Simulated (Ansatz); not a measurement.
# AlIn (built on the sites of a database entry of ScBi): following an unstable mode

Which phase does AlIn (built on the sites of a database entry of ScBi) fall into along its unstable mode, and how much energy does it gain?

Calculated with Ansatz 0.2.0; DFT PBEsol, scalar-relativistic, plane waves, PAW.

The structure was built from a prototype and need not be the compound's stable phase.

## Step 1: Set-up

The structure is cubic, space group Fm-3m (No. 225). Conventional cell: a = 5.704 Å, b = 5.704 Å, c = 5.704 Å, α = 90.00°, β = 90.00°, γ = 90.00°. Nearest to Al lie 6 In at 2.85 Å. Nearest to In lie 6 Al at 2.85 Å. Farther neighbours are not listed.

As a file:

```cif
data_structure
_symmetry_space_group_name_H-M 'Fm-3m'
_symmetry_Int_Tables_number 225
_cell_length_a 5.7036
_cell_length_b 5.7036
_cell_length_c 5.7036
_cell_angle_alpha 90.000
_cell_angle_beta 90.000
_cell_angle_gamma 90.000
_cell_volume 185.55
loop_
_atom_site_label
_atom_site_type_symbol
_atom_site_symmetry_multiplicity
_atom_site_Wyckoff_symbol
_atom_site_fract_x
_atom_site_fract_y
_atom_site_fract_z
_atom_site_occupancy
Al1 Al 4 b 0.50000 0.00000 0.00000 1
In1 In 4 a 0.00000 0.00000 0.00000 1
```

## Step 2: Response at finite wavevector

The cell comes from relaxations at this level that are not shown. Stability and thermal properties need the whole zone. Linear response on a 4×4×4 q mesh gives force constants as far as a supercell of that size would.

Input file input.yaml:

```yaml
crystal:
  lattice:
    - [0.0, 2.8518048579, 2.8518048579]
    - [2.8518048579, 0.0, 2.8518048579]
    - [2.8518048579, 2.8518048579, 0.0]
  atoms:
    - { symbol: Al, position: [0.5, 0.5, 0.5] }
    - { symbol: In, position: [0.0, 0.0, 0.0] }
kpoints:
  mp_grid: { grid: [12, 12, 12] }
hamiltonian:
  xc: pbesol
scf:
  occupations: { method: methfessel_paxton, width: 0.2 }
output:
  eigenvalues: true
phonons:
  method: dfpt
  qmesh: [4, 4, 4]
  temperatures: { t_max: 1000, t_step: 50 }
  qpath:
    path:
      - [[0.0, 0.0, 0.0], [0.5, 0.0, 0.5], [0.625, 0.25, 0.625]]
      - [[0.375, 0.375, 0.75], [0.0, 0.0, 0.0], [0.5, 0.5, 0.5], [0.5, 0.25, 0.75], [0.5, 0.0, 0.5]]
    npoints: 10
```

Started as:

```
$ ansatz run input.yaml --threads 4 --pin off --max-ram 7168MiB --backend cpu --events-out ev --progress --plain --runs-dir out
```

Numbers of over 12 decimals in the logs are rounded to 6 here.

The program printed:

```text
Engine: ansatz 0.2.0, x86_64-unknown-linux-gnu
Pseudopotentials: kind: paw
Pseudopotential: Al, paw, valence charge 3, recommended cutoff 420 eV (normal), Al.paw.azcp
Pseudopotential: In, paw, valence charge 13, recommended cutoff 420 eV (normal), In.paw.azcp
Functional definition: PBEsol
  exchange = pbesol_x
  correlation = pbesol_c
Crystal: 2 atoms, lattice volume = 46.386 Å³
Basis set: ecut = 420 eV, 893 PW (Γ), exchange–correlation on 54×54×54 points (8 copies of the dense FFT grid, shifted against one another)
Bands: 12, of which v1, the nominal top of the filled ones, is band 8 counted from 1 (7 counted from 0)
Symmetry: 48 space group operations
k-points: 72 of 1728
Non-local potential: Al, projectors of the file, l = 0: 2, l = 1: 2, l = 2: 1
Non-local potential: In, projectors of the file, l = 0: 2, l = 1: 2, l = 2: 2, l = 3: 2
PAW form: soft (Blöchl's): semilocal exchange-correlation on the pseudo side does not see the compensation charge
PAW frozen core: Al, regenerated for the run's functional, and the local potential with it (the file was generated under x = pbe(κ = 0.804, μ = 0.219515), c = pbe(β = 0.066725))
PAW frozen core: In, regenerated for the run's functional, and the local potential with it (the file was generated under x = pbe(κ = 0.804, μ = 0.219515), c = pbe(β = 0.066725))
PAW one-centre angular grid: Al, 110 points (default); XC on 64 Gauss nodes
PAW one-centre angular grid: In, 590 points (default); XC on 64 Gauss nodes
Initial density: superposition of atomic densities (neutral atoms: chi_scale 0, normalization atom), corrected by the library's trained network
Initial wavefunctions: pseudopotential atomic-orbital guess
Functional: x = pbesol(κ = 0.804, μ = 0.123457), c = pbesol(β = 0.046)
SCF iter   1: F=—  HF=-6049.382541 eV  |F-HF|=—  |Δ(HF+E_count)|=         —  Δρ=2.71e-3  dr2=3.68e-3  ethr=1.77e-3  ⟨swp⟩=5.2  Hψ=5213  notcnv=0
preconditioner: auto → Kerker (q_TF=auto, 2.285 Å⁻¹)  [metal: Δε(μ)=0.048 eV  Ē_g=14.441 eV  σ=0.200 eV  W_gap=0.20  n_scr=14 (ndim 8)  ℏωp=21.8 eV  f_vac=0.000  D(μ)=0.62/eV (n_scr^D=0)]
SCF iter   2: F=—  HF=-6049.380473 eV  |F-HF|=—  |Δ(HF+E_count)|=   2.07e-3  S|Δr|=    0.00e0  Δρ=1.66e-3  dr2=1.61e-3  ethr=2.30e-5  ⟨swp⟩=1.2  Hψ=1470  notcnv=0
SCF iter   3: F=—  HF=-6049.380035 eV  |F-HF|=—  |Δ(HF+E_count)|=   4.38e-4  S|Δr|=    0.00e0  Δρ=7.58e-4  dr2=1.95e-4  ethr=1.00e-5  ⟨swp⟩=2.4  Hψ=1356  notcnv=0
SCF iter   4: F=—  HF=-6049.380025 eV  |F-HF|=—  |Δ(HF+E_count)|=   9.57e-6  S|Δr|=    0.00e0  Δρ=6.08e-4  dr2=1.41e-4  ethr=1.22e-6  ⟨swp⟩=2.0  Hψ=1410  notcnv=0
SCF iter   5: F=—  HF=-6049.379981 eV  |F-HF|=—  |Δ(HF+E_count)|=   4.46e-5  S|Δr|=    0.00e0  Δρ=3.23e-4  dr2=3.90e-5  ethr=8.81e-7  ⟨swp⟩=2.0  Hψ=1228  notcnv=0
SCF iter   6: F=—  HF=-6049.379967 eV  |F-HF|=—  |Δ(HF+E_count)|=   1.37e-5  S|Δr|=    0.00e0  Δρ=1.08e-4  dr2=4.28e-6  ethr=2.44e-7  ⟨swp⟩=2.8  Hψ=1410  notcnv=0
SCF iter   7: F=—  HF=-6049.379963 eV  |F-HF|=—  |Δ(HF+E_count)|=   3.52e-6  S|Δr|=    0.00e0  Δρ=1.58e-5  dr2=9.84e-8  ethr=2.67e-8  ⟨swp⟩=2.0  Hψ=1210  notcnv=0
SCF iter   8: F=—  HF=-6049.379964 eV  |F-HF|=—  |Δ(HF+E_count)|=   9.97e-7  S|Δr|=    0.00e0  Δρ=1.01e-6  dr2=4.83e-10  ethr=6.15e-10  ⟨swp⟩=2.1  Hψ=1354  notcnv=0
SCF iter   9: F=-6049.379964 eV  HF=-6049.379964 eV  |F-HF|=3.64e-12  |Δ(HF+E_count)|=  1.73e-10  S|Δr|=    0.00e0  Δρ=4.55e-8  dr2=5.92e-13  ethr=1.00e-12  ⟨swp⟩=5.4  Hψ=4225  notcnv=0
SCF 1 converged in 9 iterations: F = -6049.379964 eV  dr2 = 5.92e-13
  greatest PAW one-centre occupation: 0.980 electrons in one spin orbital (limit 2), on the In atom at site 1 (counted from 0), in its partial waves of l = 2
Initial density: read from a saved state, or passed on in memory by an earlier SCF of this step, an earlier step, the calling program or the single point that the run made first
iter 1 solved again at ethr=5.50e-7 eV; its pass at ethr=3.10e-3 eV (dr2=8.80e-5 eV) is discarded
SCF iter   1: F=—  HF=-6049.379965 eV  |F-HF|=—  |Δ(HF+E_count)|=         —  Δρ=9.58e-7  dr2=1.73e-10  ethr=5.50e-7  ⟨swp⟩=2.3  Hψ=7329  notcnv=0
eigensolver tolerance schedule: the retry pair's looser diagonalisation over-reported the residual by 509702.95 of it (diagonalisation noise at an unbounded share of the residual, at the tolerance the schedule requests for it); recorded, not acted on — ethr = c·dr2/N_el stays at c = 1.0e-1
preconditioner: auto → Kerker (q_TF=auto, 2.285 Å⁻¹)  [metal: Δε(μ)=0.055 eV  Ē_g=14.486 eV  σ=0.200 eV  W_gap=0.22  n_scr=14 (ndim 8)  ℏωp=21.8 eV  f_vac=0.000  D(μ)=0.62/eV (n_scr^D=0)]
SCF iter   2: F=—  HF=-6049.379964 eV  |F-HF|=—  |Δ(HF+E_count)|=   7.50e-7  S|Δr|=    0.00e0  Δρ=6.17e-7  dr2=7.89e-11  ethr=1.08e-12  ⟨swp⟩=3.6  Hψ=2102  notcnv=0
SCF iter   3: F=—  HF=-6049.379964 eV  |F-HF|=—  |Δ(HF+E_count)|=  3.55e-11  S|Δr|=    0.00e0  Δρ=3.69e-7  dr2=2.61e-11  ethr=1.00e-12  ⟨swp⟩=1.0  Hψ=864  notcnv=0
SCF iter   4: F=-6049.379964 eV  HF=-6049.379964 eV  |F-HF|=5.46e-12  |Δ(HF+E_count)|=  1.00e-11  S|Δr|=    0.00e0  Δρ=1.65e-7  dr2=4.80e-12  ethr=1.00e-12  ⟨swp⟩=1.7  Hψ=2777  notcnv=0
SCF 2 converged in 4 iterations: F = -6049.379964 eV  dr2 = 4.80e-12
phonons: the bands overlap, so this run is a metal and interpolates without the dipole-dipole term. If the crystal is really an insulator or semiconductor, its LO-TO splitting is missing
NSCF: frozen V_eff on 72 k-points
NSCF: frozen V_eff on 163 k-points
DFPT response loops at q = (0, 0, 0) (fractional): preconditioner auto → Kerker (q_TF=auto, 2.285 Å⁻¹) (partly filled bands, converged f_vac=0.000); β = 1.00, the filter's whole step (`scf.mixing.beta` (0.50) is not read by the response loops under this deck's `scf.mixing.preconditioner`; to damp them name `kerker` or `kerker_dos`, under which they read `scf.mixing.beta`, and type it under 1.00, their step now; both keys bind the ground state too); Broyden in place of MSR1
NSCF: frozen V_eff on 1872 k-points
DFPT response loops at q = (0, 0, 0.25) (fractional): mixed as the last ones told, above
NSCF: frozen V_eff on 952 k-points
DFPT response loops at q = (0, 0, -0.5) (fractional): mixed as the last ones told, above
NSCF: frozen V_eff on 1020 k-points
DFPT response loops at q = (0, 0.25, 0.25) (fractional): mixed as the last ones told, above
NSCF: frozen V_eff on 3456 k-points
DFPT response loops at q = (0, 0.25, -0.5) (fractional): mixed as the last ones told, above
NSCF: frozen V_eff on 1872 k-points
DFPT response loops at q = (0, 0.25, -0.25) (fractional): mixed as the last ones told, above
NSCF: frozen V_eff on 560 k-points
DFPT response loops at q = (0, -0.5, -0.5) (fractional): mixed as the last ones told, above
NSCF: frozen V_eff on 1020 k-points
DFPT response loops at q = (0.25, -0.5, -0.25) (fractional): mixed as the last ones told, above
SCF converged after 9 iterations
Stability not checked: this state was not tested for a lower state beside it, because cold or Methfessel-Paxton smearing, or corrected tetrahedra, fill the levels in a way that the test cannot read (fill_not_monotonic; see scf.lower_state_search)
Free energy (F): -6049.379964 eV
Harris-Foulkes:  -6049.379964 eV  (|F-HF|=3.64e-12)
Internal energy: -6049.383225 eV  (E = F + TS)
E sigma→0 (E₀):  -6049.380779 eV
Entropy (-TS):   0.003260 eV (1.630 meV/atom)
Fermi energy:    7.979629 eV
--- Per-component energies (eV) ---
  E_band       = -38.243684
  E_kinetic    = 263.482607
  E_local      = -1280.922041  (includes V_loc(G=0)·N_el)
  E_nonlocal   = 377.976200
  E_hartree    = 516.471536
  E_xc         = -252.571647
  E_vxc        = -128.536757  (∫ρ·V_xc dr)
  E_paw        = -4536.585913  (= ΣΔE_a)
  E_vpaw       = -303.186797  (= ΣTr[D̂ρ^β])
  E_aug_tail   = 0.000022  (compensation charges beyond the density's cutoff)
  E_ewald      = -1137.489032
  E_core_change = 0.255042  (= ΣΔE_core)
  E_smearing   = 0.003260  (= −TS)
  E_closure    = 0.000000  (closes the sum)
  Σ components = -6049.379964   (vs F -6049.379964, Δ=0.00e0)
--- Band table (eV; the first three rows and the last of 72) ---
  k-point 0: bands = [... 4 lower, -6.3382, -1.5669, 10.4315, 10.4315, 10.4315, 13.1089, 14.5346, 14.5346]
  k-point 1: bands = [... 4 lower, -6.3348, -1.4685, 9.5361, 10.3990, 10.3990, 13.4624, 14.5134, 14.7034]
  k-point 2: bands = [... 4 lower, -6.3245, -1.1729, 7.9271, 10.3374, 10.3374, 13.2343, 14.2013, 14.2013]
  k-point 71: bands = [... 4 lower, -6.2460, 3.3581, 4.1743, 5.2421, 5.2421, 12.9826, 13.1252, 15.1111]
--- Phonons (Γ-DFPT): 2 representative perturbations + reference (Σ response iterations 7) ---
  ASR residual: 1.123e-5 → 0.000e0 eV/Å²; symmetrization residual: 2.296e-6 eV/Å²
  ASR residual per site (eV/Å²): 3.98e-6 1.12e-5
  Γ frequencies (cm⁻¹): 0.00 0.00 0.00 213.37 213.37 213.37
--- Phonons (arbitrary-q DFPT): 8 irreducible q on the 4×4×4 mesh ---
  q = [0.0000, 0.0000, 0.0000] (star 1, of the zone-centre solve; hermiticity 1.26e-6, symmetrization 4.31e-12): -0.00 0.00 0.00 213.37 213.37 213.37
  q = [0.0000, 0.0000, 0.2500] (star 8, 2 solved perturbations on 936 of 1728 k-point pairs; hermiticity 1.56e-6, symmetrization 3.18e-12): 57.73 57.73 62.28 191.91 191.91 194.86
  q = [0.0000, 0.0000, -0.5000] (star 4, 2 solved perturbations on 476 of 1728 k-point pairs; hermiticity 1.81e-11, symmetrization 9.82e-12): 88.61 88.61 96.43 157.81 159.46 159.46
  q = [0.0000, 0.2500, 0.2500] (star 6, 4 solved perturbations in 1608 linear systems a pass and spin channel, the states on 510 of 1728 k-point pairs; hermiticity 2.37e-6, symmetrization 3.68e-13): -27.16 -27.16 84.13 167.11 213.09 213.09
  q = [0.0000, 0.2500, -0.5000] (star 24, 4 solved perturbations in 5328 linear systems a pass and spin channel, the states on 1728 of 1728 k-point pairs; hermiticity 4.37e-6, symmetrization 8.33e-12): -32.31 38.02 49.97 199.48 200.49 203.93
  q = [0.0000, 0.2500, -0.2500] (star 12, 4 solved perturbations in 2892 linear systems a pass and spin channel, the states on 936 of 1728 k-point pairs; hermiticity 3.35e-6, symmetrization 5.12e-13): -46.82 85.22 86.43 160.95 165.91 222.52
  q = [0.0000, -0.5000, -0.5000] (star 3, 4 solved perturbations in 886 linear systems a pass and spin channel, the states on 280 of 1728 k-point pairs; hermiticity 3.88e-6, symmetrization 2.47e-11): -53.79 -39.04 -39.04 218.27 218.27 235.57
  q = [0.2500, -0.5000, -0.2500] (star 6, 4 solved perturbations in 1544 linear systems a pass and spin channel, the states on 510 of 1728 k-point pairs; hermiticity 4.97e-6, symmetrization 1.33e-11): -55.20 -55.20 85.51 158.30 226.79 226.79
  sum rule: each row above includes the acoustic sum rule's correction from the zone centre's row sums; it moved no ω² by more than (0.20 cm⁻¹)²
  mesh force constants: q→R imaginary residual 9.48e-18; ASR residual 1.123e-5 → 0.000e0 eV/Å²; symmetrization residual 2.665e-15 eV/Å²
  interpolated dispersion: 62 rows × 6 modes
  density of states and harmonic sums: on the 20×20×20 q-mesh, interpolated from the force constants of a 4×4×4 supercell (no non-analytic term)
  largest difference from the sums on the solved wave vectors: F 2.47e-2 eV, S 2.69e-5 and C_V 3.19e-6 eV/K
  zero-point energy: 0.043573 eV/cell   skipped modes (ω ≤ 0): 286, of them read as no rigid motion or as one in doubt: 283 (1.099e0 modes/cell left out, lowest -58.21 cm⁻¹)   left out of the sums: 1.83e-1 of the cell's modes: C_V's classical limit lies that fraction below 3 k_B per atom; for a crystal, a wire or a layer, F and S can be off by more, and a phonons.interpolated_qmesh denser along its periods is the remedy for the sampling
```

It took 2 min on 4 threads of Intel Xeon 6975P-C (Granite Rapids), shared host; peak memory 2.5 GiB; 7.4 min of CPU time.

The column dr2 measures how far the density is from self-consistency, as an energy; F and HF (Harris–Foulkes) agree once it is small.

This step gave:

```yaml
volume_per_atom: 23.19 Å³
gap_on_the_k_mesh: 0 eV
sum_rule_residual_before_enforcement: 1.12e-5 eV/Å²
lowest_frequency_on_the_path: -58.46 cm⁻¹
point_group: m-3m
highest_frequency_on_the_path_or_at_a_solved_wavevector: 235.6 cm⁻¹
highest_optical_mode_at_the_zone_centre_no_lo_to_term: 213.4 cm⁻¹
lowest_optical_zone_centre_mode: 213.4 cm⁻¹
lowest_mode_on_the_q_mesh_acoustic_modes_at_gamma_apart: -55.2 cm⁻¹
```

Frequencies (cm⁻¹) solved at each irreducible wavevector; negative means imaginary. Frequencies by wavevector, by row:

```tsv
q in reciprocal lattice units	star	mode 1	mode 2	mode 3	mode 4	mode 5	mode 6
0 0 0	1	0	0	0	213.4	213.4	213.4
0 0 0.25	8	57.7	57.7	62.3	191.9	191.9	194.9
0 0 -0.5	4	88.6	88.6	96.4	157.8	159.5	159.5
0 0.25 0.25	6	-27.2	-27.2	84.1	167.1	213.1	213.1
0 0.25 -0.5	24	-32.3	38	50	199.5	200.5	203.9
0 0.25 -0.25	12	-46.8	85.2	86.4	160.9	165.9	222.5
0 -0.5 -0.5	3	-53.8	-39	-39	218.3	218.3	235.6
0.25 -0.5 -0.25	6	-55.2	-55.2	85.5	158.3	226.8	226.8
```

Interpolated from a 4×4×4 q mesh. The phonon branches at the labelled points (cm⁻¹):

```tsv
point	branch 1	branch 2	branch 3	branch 4	branch 5	branch 6
Γ	0	0	0	213	213	213
halfway	-27	-27	84	167	213	213
X	-54	-39	-39	218	218	236
halfway	-56	-33	-25	214	214	233
U	-58	24	37	202	202	227
jump to K	-58	24	37	202	202	227
halfway	-38	84	87	167	171	220
Γ	0	0	0	213	213	213
halfway	58	58	62	192	192	195
L	89	89	96	158	160	160
halfway	-13	20	91	164	202	203
W	-55	-55	86	158	227	227
halfway	-58	-42	37	195	224	230
X	-54	-39	-39	218	218	236
```

The phonon branches as a text plot (rows in cm⁻¹):

```
    229 |           *********                            ********
    217 |***************     ************               *     ***
    205 | **     *      ***         **   ***          **      *
    193 |                  *      **        *        *
    180 |   *   *           *    *           **     *       **
    168 |    ***             ****              *  ******
    156 |                      *                ****    ****
    144 |
    131 |
    119 |
    107 |
     95 |    **                *               *********
     82 |   *  *             ****             *** **    ****
     70 |                   *    *           **    *
     58 |  *    *          *      **        *       *       *
     46 |                  *        *      *         *       *
     33 | *              **         *     *          *
     21 |                 *          *   *            *       *
      9 |               **              *
     -3 |**      *                    **
    -16 |  *                        **                *
    -28 |   ********   **        ***                   *       *
    -40 |         *****        **                      **    ****
    -52 |           ***********                         *********
         Γ           X  U|K            Γ         L        W     X
```

Symmetry leaves 8 wavevectors to solve. The lowest mode among them, the acoustic zeros apart, lies at q = (0.25, -0.5, -0.25) and is imaginary, 55.2i cm⁻¹, so the energy falls along it. Between them the interpolated path dips to 58i cm⁻¹.

## Step 3: The mode frozen in, largest atomic shift 0 Å

The mode followed lies at q = (0.25, -0.5, -0.25) with frequency 55.2i cm⁻¹ and is 2-fold degenerate, the softest among the wavevectors solved. At small amplitude the distorted cell has space group no. 70 by a symmetry search on the positions. The undistorted cell that holds it gives the zero of energy on the same k mesh.

System of this step: AlIn (built on the sites of a database entry of ScBi). The structure is cubic, space group Fm-3m (No. 225). Conventional cell: a = 5.704 Å, b = 5.704 Å, c = 5.704 Å, α = 90.00°, β = 90.00°, γ = 90.00°. Nearest to Al lie 6 In at 2.85 Å. In has 6 Al at 2.85 Å nearest. Farther neighbours are not listed.

Input file input.yaml:

```yaml
crystal:
  lattice:
    - [0.0, 0.0, -5.7036097157]
    - [5.7036097157, 0.0, 0.0]
    - [2.8518048579, -5.7036097157, -2.8518048579]
  atoms:
    - { symbol: Al, position: [0.5, 0.0, 0.0] }
    - { symbol: Al, position: [0.0, 0.5, 0.0] }
    - { symbol: Al, position: [0.25, 0.25, 0.5] }
    - { symbol: Al, position: [0.75, 0.75, 0.5] }
    - { symbol: In, position: [0.5, 0.5, 0.0] }
    - { symbol: In, position: [0.0, 0.0, 0.0] }
    - { symbol: In, position: [0.25, 0.75, 0.5] }
    - { symbol: In, position: [0.75, 0.25, 0.5] }
kpoints:
  mp_grid: { grid: [8, 8, 8] }
hamiltonian:
  xc: pbesol
scf:
  occupations: { method: methfessel_paxton, width: 0.2 }
output:
  forces: true
  stress: true
  eigenvalues: true
```

The program printed:

```text
[...]
Crystal: 8 atoms, lattice volume = 185.545 Å³
Basis set: ecut = 420 eV, 3611 PW (Γ), exchange–correlation on 80×80×96 points (8 copies of the dense FFT grid, shifted against one another)
Bands: 40, of which v1, the nominal top of the filled ones, is band 32 counted from 1 (31 counted from 0)
Symmetry: 64 space group operations
[...]
k-points: 59 of 512
[...]
k-point 0: bands = [... 28 lower, 5.2427, 5.2427, 5.2427, 7.2805, 7.3155, 7.3155, 10.4280, 10.4319, ... 4 higher]
  k-point 1: bands = [... 28 lower, 4.8243, 5.8367, 5.8367, 7.3447, 7.3905, 7.3905, 10.0796, 10.1981, ... 4 higher]
  k-point 2: bands = [... 28 lower, 6.1260, 6.4811, 6.4811, 7.5465, 7.6127, 7.6127, 9.4134, 9.6584, ... 4 higher]
  k-point 58: bands = [... 28 lower, 8.3458, 8.3458, 8.3458, 8.3458, 10.1848, 10.1848, 10.1848, 10.1848, ... 4 higher]
[key lines of the parts left out:]
SCF converged after 7 iterations
Free energy (F): -24197.498309 eV
Fermi energy:    8.004492 eV
P = ⅓ Tr σ = -0.0511 GPa (-0.511 kbar)
```

It took 3.9 s on 4 threads; peak memory 0.78 GiB; 15 s of CPU time.

Numbers from this step:

- pressure: -0.05113 GPa
- energy from the undistorted cell: 0 meV/atom

The run ends at a pressure of -0.05 GPa.

(Continued in part 2 of 3.)

[Logs are printed without paths, hosts, clocks, repeated set-up lines and the standing remarks that a program may print on its own settings, such as how far it seeks lower states.]

[Hosts, paths, dates, database ids (printed as entryN), source tags and the programs' standing remarks are cut or masked in the printed files.]
